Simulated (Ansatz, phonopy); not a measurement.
## Quasi-harmonic thermodynamics of NaF (Villiaumite, Fm-3m)

Aim: the lattice, expansion, heat capacity and bulk modulus of NaF (Villiaumite) as it warms.

What experiment has found for this phase:
- volume expansion coefficient 95.1 1e-6/K and heat capacity C_P per formula unit 46.9 J/mol/K near room temperature (given in “High-Throughput Prediction of Finite-Temperature Properties using the Quasi-Harmonic Approximation”, 2016, arXiv:1603.06924)
- volume expansion coefficient 102.6 1e-6/K near room temperature (given in “Descriptors for thermal expansion in solids”, 2017, arXiv:1701.03966)

Main program and level: Ansatz 0.2.0; DFT PBEsol, scalar-relativistic, plane waves, PAW, in the first sound run; inputs show where later runs differ.

Most raw output is cut from this account.

### 1. The structure

It takes space group Fm-3m (No. 225, cubic). The conventional cell has a = 4.640 Å, b = 4.640 Å, c = 4.640 Å, α = 90.00°, β = 90.00°, γ = 90.00°. Nearest to Na lie 6 F at 2.32 Å. Nearest to F lie 6 Na at 2.32 Å. Farther neighbours and most contacts between anions are not listed.

### 2. Probe on a coarse mesh

Before spending time, one coarse run tells the gap and the pressure of the starting cell.

File input.yaml:

```yaml
crystal:
  lattice:
    - [0.0, 2.32, 2.32]
    - [2.32, 0.0, 2.32]
    - [2.32, 2.32, 0.0]
  atoms:
    - { symbol: Na, position: [0.0, 0.0, 0.0] }
    - { symbol: F, position: [0.5, 0.5, 0.5] }
kpoints:
  mp_grid: { grid: [6, 6, 6] }
hamiltonian:
  xc: pbesol
scf:
  occupations: { method: gaussian, width: 0.1 }
output:
  forces: true
  stress: true
  eigenvalues: true
```

Launch:

```sh
$ ansatz run input.yaml --threads 4 --pin off --max-ram 16384MiB --backend cpu --events-out ev --progress --plain --runs-dir out
```

The job ended after 1.2 s (4 threads of AMD EPYC 9R14 (Zen 4), shared host; peak memory 0.32 GiB).

A gap read on the k-mesh alone can miss the band edges.

Numbers from this step:

- pressure: -0.3382 GPa
- gap on the k-mesh: 6.162 eV
- volume per atom: 12.49 Å³

The start is under -0.34 GPa at this level and looks like an insulator or semiconductor on this mesh.

### 3. Finding the static equilibrium

Phonons are second derivatives about a minimum, so cell and atoms are relaxed first, inside the symmetry of the start.

input.yaml, the sections that differ from step 2:

```yaml
kpoints:
  mp_grid: { grid: [8, 8, 8] }
scf:
  occupations: { method: gaussian, width: 0.02 }
output:
  forces: true
  stress: true
  eigenvalues: true
  write_density: true
  write_potential: true
  elf: true
  volumetric_format: npy
relax:
  adjacent_minimum: "off"
  f_tol: 0.005
  max_steps: 80
  cell: { stress_tol: 0.05 }
# crystal, hamiltonian: as in step 2
```

Wall time 1.8 s (4 threads); peak memory 0.35 GiB; 3.2 s of CPU time.

The steps of the relaxation:

```csv
step,energy less that of the first step (eV),largest force component (eV/Å),pressure (GPa),volume (Å³)
1,0.0000,0.0000,-0.34,24.97
2,-0.0003,0.0000,-0.21,24.91
3,-0.0007,0.0000,0.00,24.82
4*,-0.0004,0.0000,-0.04,24.82
```

Relaxation steps marked * repeat the geometry before them on a plane-wave basis chosen anew for their cell, so energy and pressure can jump there.

The run keeps the 48 symmetry operations that it works with, so distortions that break them were not tested.

```csv
"conventional cell, symmetrised",before,after,change
a (Å),4.640,4.630,-0.2 %
b (Å),4.640,4.630,-0.2 %
c (Å),4.640,4.630,-0.2 %
volume (Å³/atom),12.49,12.41,-0.6 %
```

The relaxed structure:

```xyz
2
Lattice="0.0000 2.3151 2.3151 2.3151 0.0000 2.3151 2.3151 2.3151 0.0000" Properties=species:S:1:pos:R:3 pbc="T T T"
Na    0.0000    0.0000    0.0000
F     2.3151    2.3151    2.3151
```

Numbers from this step:

| Quantity | Value |
| --- | --- |
| pressure | -0.03604 GPa |
| gap on the k-mesh | 6.195 eV |
| volume per atom | 12.41 Å³ |

Valence density in the ac plane of the conventional cell at fractional y = 0.000, with atoms of Na and F within 0.2 Å of it. It is the smooth field of the valence electrons, not physical close to the nuclei.

Ten even steps from '0' (0 e/Å³) to '9' (18 e/Å³), each cell a mean:
```
73000135200015
10000011000001
00000000000000
00000000000000
00000000000000
21000034100002
62000179400015
52000157300013
10000011000001
00000000000000
00000000000000
00000000000000
41000022100003
94000156200017
```
Columns run along a (4.6 Å), rows up along c (4.6 Å), edges of the conventional cell, whose origin can differ from the input's. Atoms in or near the plane, at fractional coordinates: Na at (0.00, 0.00), Na at (0.50, 0.50), F at (0.50, 0.00), F at (0.00, 0.50).

ELF in the ac plane of the conventional cell at fractional y = 0.000, with atoms of Na and F within 0.2 Å of it. It is the smooth field of the valence electrons, not physical close to the nuclei.

Ten even steps from '_' (0.01) to '@' (0.80), each cell a mean:
```
++##--__**@@@@%%@@@@::..****
**++..__++%%@@@@@@##::__--**
..______::++****++--______..
--::..__________________::::
@@%%++..__..--==::____--##@@
@@@@%%::__++##**##::__++@@@@
**@@@@--..**++--**==__**@@%%
%%@@@@::..****++##--__**@@@@
@@@@##::__--****++..__++%%@@
**++--______....______::++**
__________::::--::..________
==::____--##@@@@%%++..__..--
**##::__++@@@@@@@@%%::__++##
--**==__**@@%%**@@@@--..**++
```
Columns run along a (4.6 Å), rows up along c (4.6 Å), edges of the conventional cell, whose origin can differ from the input's. Atoms in or near the plane, at fractional coordinates: Na at (0.00, 0.00), Na at (0.50, 0.50), F at (0.50, 0.00), F at (0.00, 0.50).

Electrostatic potential energy in the ac plane of the conventional cell at fractional y = 0.000, with atoms of Na and F within 0.2 Å of it. With pseudopotentials it is smooth inside the atoms' cores, unlike the true potential.

Values in eV, 14 rows by 14 columns, each cell a mean:
```
-60 -36  -3   5   7 -12 -36 -39 -28   3   6   2 -16 -53
-21  -8   2   6   7   5 -12 -17  -3   8   7   4  -2 -16
  2   3   5   7   8   7   7   7   7   8   7   6   4   2
  6   7   7   7   7   6   5   5   5   6   7   7   7   6
  0   6   7   7   5   2  -3  -5   0   4   6   8   8   3
-32 -17   6   7   3  -8 -36 -45 -21   0   5   7  -3 -28
-41 -32   0   6   2 -21 -60 -61 -45  -5   5   7 -17 -39
-39 -28   3   6   2 -16 -53 -60 -36  -3   5   7 -12 -36
-17  -3   8   7   4  -2 -16 -21  -8   2   6   7   5 -12
  7   7   8   7   6   4   2   2   3   5   7   8   7   7
  5   5   6   7   7   7   6   6   7   7   7   7   6   5
 -5   0   4   6   8   8   3   0   6   7   7   5   2  -3
-45 -21   0   5   7  -3 -28 -32 -17   6   7   3  -8 -36
-61 -45  -5   5   7 -17 -39 -41 -32   0   6   2 -21 -60
```
Columns run along a (4.6 Å; values clipped at the 3rd and 97th percentile), rows up along c (4.6 Å), edges of the conventional cell, whose origin can differ from the input's. Atoms in or near the plane, at fractional coordinates: Na at (0.00, 0.00), Na at (0.50, 0.50), F at (0.50, 0.00), F at (0.00, 0.50).

### 4. Tight relaxation

The relaxation is repeated with tighter thresholds on force and stress, since phonons are sensitive to what is left; a change of mesh or smearing in the input moves the cell too.

File input.yaml:

```yaml
crystal:
  lattice:
    - [0.0, 2.315100898, 2.315100898]
    - [2.315100898, 0.0, 2.315100898]
    - [2.315100898, 2.315100898, 0.0]
  atoms:
    - { symbol: Na, position: [0.0, 0.0, 0.0] }
    - { symbol: F, position: [0.5, 0.5, 0.5] }
kpoints:
  mp_grid: { grid: [8, 8, 8] }
hamiltonian:
  xc: pbesol
scf:
  occupations: { method: fixed }
output:
  forces: true
  stress: true
  eigenvalues: true
relax:
  adjacent_minimum: "off"
  f_tol: 0.001
  max_steps: 60
  cell: { stress_tol: 0.01 }
```

Wall time 0.75 s (4 threads); peak memory 0.34 GiB.

Little changed from the start: no atom moved by 0.005 Å and no cell edge by 0.1 %.

This step gave:

| Item | Value |
| --- | --- |
| pressure | -0.003593 GPa |
| gap on the k-mesh | 6.198 eV |
| volume per atom | 12.40 Å³ |

The residual pressure is -0.0036 GPa, small enough for phonons.

### 5. The quasi-harmonic study, functional PBEsol

The study relaxes the crystal at several strains, solves the phonons on some of them and minimises the free energy at each temperature (static energy, vibrations, the electrons in a metal, and PV under a set pressure); the q-mesh sets how far the force constants reach.

input.yaml, the sections that differ from step 4:

```yaml
crystal:
  lattice:
    - [0.0, 2.3145907804, 2.3145907804]
    - [2.3145907804, 0.0, 2.3145907804]
    - [2.3145907804, 2.3145907804, 0.0]
  atoms:
    - { symbol: Na, position: [0.0, 0.0, 0.0] }
    - { symbol: F, position: [0.5, 0.5, 0.5] }
output:
  eigenvalues: true
phonons:
  method: dfpt
  qmesh: [4, 4, 4]
  temperatures: { t_max: 800.0, t_step: 50 }
  thermal_expansion: {}
# kpoints, hamiltonian, scf: as in step 4
# relax: removed
```

Wall time 3.1 min (4 threads); peak memory 0.83 GiB; 11 min of CPU time.

Numbers from this step:

| Property | Result |
| --- | --- |
| pressure | -0.002410 GPa |
| gap on the k-mesh | 6.197 eV |
| volume expansion coefficient at 298 K | 121.8 1e-6/K |
| C_P at 298 K | 24.26 J/mol-atom/K |
| entropy at 298 K | 27.46 J/mol-atom/K |
| isothermal bulk modulus at 298 K | 40.01 GPa |
| Grüneisen parameter at 298 K | 1.652 |
| volume at 298 K | 12.89 Å³/atom |
| principal linear expansion coefficients at 298 K | 40.59, 40.59, 40.59 1e-6/K |

Strained cells of the study; zero-point energy where phonons were solved; the pressures are stresses at a fixed cutoff and can carry an offset from the finite basis. Expansion cells, by row:

```csv
cell,|a| (Å),|b| (Å),|c| (Å),V (Å³/atom),E - E_lowest (meV/atom),"pressure, compression positive (GPa)",gap (eV),zero-point energy (meV/atom)
1,3.273,3.273,3.273,12.4,0,-0.012,6.197,-
2,3.3,3.3,3.3,12.7,1.056,-1.109,6.074,-
3,3.247,3.247,3.247,12.11,1.088,1.212,6.324,-
4,3.274,3.274,3.274,12.4,0,-0.021,6.196,40.57
5,3.29,3.29,3.29,12.59,0.429,-0.721,6.119,39.61
6,3.305,3.305,3.305,12.76,1.498,-1.308,6.051,38.75
7,3.336,3.336,3.336,13.13,5.801,-2.432,5.911,36.96
8,3.368,3.368,3.368,13.5,12.7,-3.409,5.776,35.21
9,3.4,3.4,3.4,13.89,22,-4.254,5.646,33.48
10,3.432,3.432,3.432,14.29,33.53,-4.98,5.52,31.77
11,3.241,3.241,3.241,12.04,1.696,1.532,6.355,-
12,3.257,3.257,3.257,12.22,0.412,0.729,6.275,-
13,3.459,3.459,3.459,14.64,44.85,-5.508,5.418,-
```

Quasi-harmonic; a, b, c are the run's own cell vectors. Expansion, by row:

```csv
T (K),a (Å),b (Å),c (Å),alpha (deg),beta (deg),gamma (deg),cell volume (Å³/cell),alpha_a (1e-6/K),alpha_b (1e-6/K),alpha_c (1e-6/K),alpha_V (1e-6/K),C_P (J/mol-atom/K),C_V (J/mol-atom/K),S (J/mol-atom/K),B_T (GPa),B_S (GPa),Grueneisen,extrapolation,fit error (1e-6/K)
0,3.292,3.292,3.292,60,60,60,25.24,0,0,0,0,0,0,0,46.12,46.12,-,0,0
50,3.293,3.293,3.293,60,60,60,25.24,4.37,4.37,4.37,13.11,3.369,3.366,1.096,46.03,46.07,1.362,0,0.03
100,3.294,3.294,3.294,60,60,60,25.28,18.8,18.8,18.8,56.4,12.57,12.46,6.356,45.3,45.69,1.561,0,0.08
150,3.298,3.298,3.298,60,60,60,25.37,28.26,28.26,28.26,84.77,18.21,17.85,12.64,44.14,45.03,1.602,0,0.12
200,3.304,3.304,3.304,60,60,60,25.49,33.82,33.82,33.82,101.5,21.25,20.57,18.34,42.82,44.23,1.621,0,0.12
250,3.309,3.309,3.309,60,60,60,25.63,37.63,37.63,37.63,112.9,23.06,22.05,23.29,41.42,43.34,1.637,0,0.07
298.1,3.316,3.316,3.316,60,60,60,25.78,40.59,40.59,40.59,121.8,24.26,22.89,27.46,40.01,42.41,1.652,0,0.16
300,3.316,3.316,3.316,60,60,60,25.78,40.69,40.69,40.69,122.1,24.3,22.91,27.61,39.96,42.38,1.653,0,0.16
350,3.323,3.323,3.323,60,60,60,25.95,43.5,43.5,43.5,130.5,25.24,23.45,31.43,38.42,41.35,1.67,0,0.35
400,3.33,3.33,3.33,60,60,60,26.12,46.32,46.32,46.32,139,26.05,23.81,34.85,36.8,40.25,1.689,0,0.51
450,3.338,3.338,3.338,60,60,60,26.31,49.35,49.35,49.35,148,26.8,24.06,37.96,35.08,39.08,1.71,0,0.54
500,3.347,3.347,3.347,60,60,60,26.51,52.76,52.76,52.76,158.3,27.57,24.24,40.83,33.26,37.82,1.733,0,0.33
550,3.356,3.356,3.356,60,60,60,26.73,56.78,56.78,56.78,170.3,28.4,24.38,43.49,31.29,36.45,1.76,0,0.32
600,3.366,3.366,3.366,60,60,60,26.97,61.72,61.72,61.72,185.2,29.35,24.48,46,29.16,34.96,1.791,0,1.24
650,3.377,3.377,3.377,60,60,60,27.23,68.06,68.06,68.06,204.2,30.52,24.56,48.4,26.8,33.3,1.827,0,2.35
700,3.389,3.389,3.389,60,60,60,27.53,76.69,76.69,76.69,230.1,32.05,24.62,50.71,24.16,31.44,1.871,0,2.77
750,3.403,3.403,3.403,60,60,60,27.87,89.46,89.46,89.46,268.4,34.25,24.68,52.99,21.11,29.3,1.927,0,0.79
800,3.42,3.42,3.42,60,60,60,28.29,111.1,111.1,111.1,333.3,37.91,24.72,55.31,17.43,26.73,2.001,0,23.58
```

Expansion coefficient against temperature; values in 1e-6/K:

```csv
temperature (K),volume,principal 1
0,0,0
50,13.1,4.37
100,56.4,18.8
150,84.8,28.3
200,101,33.8
250,113,37.6
298,122,40.6
300,122,40.7
350,131,43.5
400,139,46.3
450,148,49.4
500,158,52.8
550,170,56.8
600,185,61.7
650,204,68.1
700,230,76.7
750,268,89.5
800,333,111
```

At 298 K the volume expansion is 122 × 10⁻⁶/K and B_T is 40.0 GPa. The program raised the cutoff to 487.2 eV by itself: with no cutoff typed, the study takes about 1.16 times the default for its relaxations and scales it with the volume for the phonons.

### 6. Free-energy fit

This step: DFT PBEsol, scalar-relativistic, plane waves, PAW (phonopy 4.10.0).

This step gave:

```yaml
volume_expansion_coefficient_at_300_k: 121.7 1e-6/K
isothermal_bulk_modulus_at_300_k: 39.97 GPa
c_p_at_300_k: 24.35 J/mol-atom/K
grueneisen_parameter_at_300_k: 1.648
```

The energy (each curve on its own zero) by volume; values in meV/atom:

```csv
volume (Å³/atom),static,F at 0 K,F at 300 K,F at 800 K
12.402,0,3.95,8.94,22.3
12.589,0.43,3.41,7.36,17.8
12.759,1.5,3.63,6.61,14.4
13.126,5.8,6.14,6.95,8.81
13.504,12.7,11.3,9.73,5.36
13.893,22,18.9,14.7,3.71
14.293,33.5,28.7,21.6,3.53
```

Phonopy-qha, vinet fit of F(V) at each temperature. Qha vinet, by row:

```csv
T (K),fitted volume (Å³/atom),alpha_V (1e-6/K),B_T (GPa),C_P (J/mol-atom/K),Grueneisen
100,12.64,53.54,45.31,12.07,1.482
150,12.69,82.69,44.19,18.1,1.564
200,12.75,100.3,42.89,21.27,1.605
250,12.82,112.2,41.48,23.12,1.629
300,12.89,121.7,39.97,24.35,1.648
350,12.97,130.4,38.37,25.29,1.667
400,13.06,139.3,36.68,26.09,1.688
450,13.15,149,34.88,26.86,1.711
500,13.26,159.9,32.99,27.63,1.737
550,13.37,172.7,30.99,28.48,1.767
600,13.49,188.1,28.88,29.46,1.802
650,13.62,207.1,26.64,30.63,1.842
700,13.77,231.2,24.26,32.11,1.889
750,13.94,263,21.75,34.06,1.945
```

The volume expansion coefficient by temperature; values in 1e-6/K:

```csv
temperature (K),"phonopy-qha, Vinet",Ansatz's own study
100,53.5,56.4
150,82.7,84.8
200,100,101
250,112,113
300,122,122
350,130,131
400,139,139
450,149,148
500,160,158
550,173,170
600,188,185
650,207,204
700,231,230
750,263,268
```

The fit gives a volume expansion of 122 × 10⁻⁶/K at 300 K, against 122 at 298 K from the study itself, whose static fit uses more cells.

### 7. Relaxing at another setting

The functional, the potentials or the cutoff change, so the crystal is relaxed again at the new setting.

This step: DFT PBE+D3(BJ), scalar-relativistic, plane waves, PAW (Ansatz 0.2.0).

input.yaml, the sections that differ from step 5:

```yaml
hamiltonian:
  xc: pbe
  dispersion: d3bj
output:
  forces: true
  stress: true
  eigenvalues: true
relax:
  adjacent_minimum: "off"
  f_tol: 0.001
  max_steps: 60
  cell: { stress_tol: 0.01 }
# crystal, kpoints, scf: as in step 5
# phonons: removed
```

Wall time 0.8 s (4 threads); peak memory 0.34 GiB; 2.2 s of CPU time.

Little changed from the start: no atom moved by 0.005 Å and no cell edge by 0.1 %.

Numbers from this step:

| Property | Result |
| --- | --- |
| pressure | -0.002785 GPa |
| gap on the k-mesh | 6.334 eV |

The residual pressure is -0.0028 GPa, small enough for phonons.

[end of part 1 of 2]

[Logs are printed without paths, hosts, clocks, repeated set-up lines and the standing remarks that a program may print on its own settings, such as how far it seeks lower states.]

[Hosts, paths, dates, database ids (printed as entryN), source tags and the programs' standing remarks are cut or masked in the printed files.]

[A step with changed settings may run another functional than the one named; its input shows which.]
